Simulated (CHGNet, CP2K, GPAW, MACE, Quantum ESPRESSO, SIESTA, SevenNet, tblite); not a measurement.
## Finding the fault: SIESTA, amorphous carbon (111 atoms)

Program: SIESTA 5.4.2, a calculation on a cell of 111 C, 6.28 Å³ an atom.

The input, input.fdf:

```
SystemLabel cell
NumberOfAtoms 111
NumberOfSpecies 1
%block ChemicalSpeciesLabel
  1 6 C
%endblock ChemicalSpeciesLabel
LatticeConstant 1.0 Ang
%block LatticeVectors
  8.86660 0.00000 0.00000
  0.00000 8.86660 0.00000
  0.00000 0.00000 8.86660
%endblock LatticeVectors
PAO.BasisSize QZ3P
PAO.EnergyShift 0.01 Ry
XC.Functional GGA
XC.Authors PBE
MeshCutoff 300 Ry
%block kgrid_Monkhorst_Pack
  1 0 0 0.0
  0 1 0 0.0
  0 0 1 0.0
%endblock kgrid_Monkhorst_Pack
SolutionMethod diagon
OccupationFunction FD
ElectronicTemperature 580 K
SCF.Mixer.Method Pulay
SCF.Mixer.Weight 0.05
SCF.Mixer.History 8
SCF.Mix Hamiltonian
MaxSCFIterations 60
SCF.DM.Tolerance 1e-04
SCF.H.Tolerance 1.0e-3 eV
WriteForces T
Write.HirshfeldPop T
Write.VoronoiPop T
Write.DM F
Write.H F
XML.Write F
AtomicCoordinatesFormat Fractional
%block AtomicCoordinatesAndAtomicSpecies
  0.79519 0.42442 0.37286 1
  0.91154 0.67456 0.32553 1
  0.55332 0.94639 0.31716 1
  0.73293 0.13061 0.19204 1
  0.15947 0.44568 0.25878 1
  0.06569 0.15367 0.61431 1
  0.93737 0.94606 0.71748 1
  0.23649 0.60628 0.01602 1
  0.14639 0.06875 0.86577 1
  0.74492 0.44251 0.89946 1
[... 97 atom lines left out ...]
  0.65819 0.56671 0.96926 1
  0.55547 0.32810 0.16608 1
  0.55532 0.81961 0.77613 1
  0.81551 0.39480 0.21197 1
%endblock AtomicCoordinatesAndAtomicSpecies
```

Command:

```console
$ OMP_NUM_THREADS=1 mpirun -np 2 siesta < input.fdf > output.txt
```

Output:

```text
Version         : 5.4.2
reinit: System Name:
reinit: System Label: cell
initatom: Reading input for the pseudopotentials and atomic orbitals ----------
Species number:   1 Atomic number:    6 Label: C
size_name: Incorrect basis-size option specified, active options are:
  SZ or MINIMAL
  SZP, SZSP, SZ1P, SZP1
  DZ
  DZP, DZSP, DZP1, DZ1P or STANDARD
  DZDP, DZP2, DZ2P
  TZ
  TZP, TZSP, TZP1, TZ1P
  TZDP, TZP2, TZ2P
  TZTP, TZP3, TZ3P
stopping program
stopping program
Stopping Program from Node:    0
Stopping Program from Node:    0
```

Wall time 0.5 s (2 MPI ranks of Arm Neoverse V1, shared host); peak memory 0.17 GiB.

Banners, paths, timers and routine set-up lines are dropped from the logs unmarked, and long logs keep their key lines alone; longer cuts are marked.

**Question.** Which part of the input is at fault, and how is it mended?

An unknown basis size: basis QZ3P. The sound run has basis DZP.

The program stopped at the start.

[Also dropped from logs without a mark: logging warnings of Python, and SIESTA's first energy breakdown and zero terms.]

[Logs are printed without paths, hosts, clocks, repeated set-up lines and the standing remarks that a program may print on its own settings, such as how far it seeks lower states.]

[Hosts, paths, dates, database ids (printed as entryN), source tags and the programs' standing remarks are cut or masked in the printed files.]
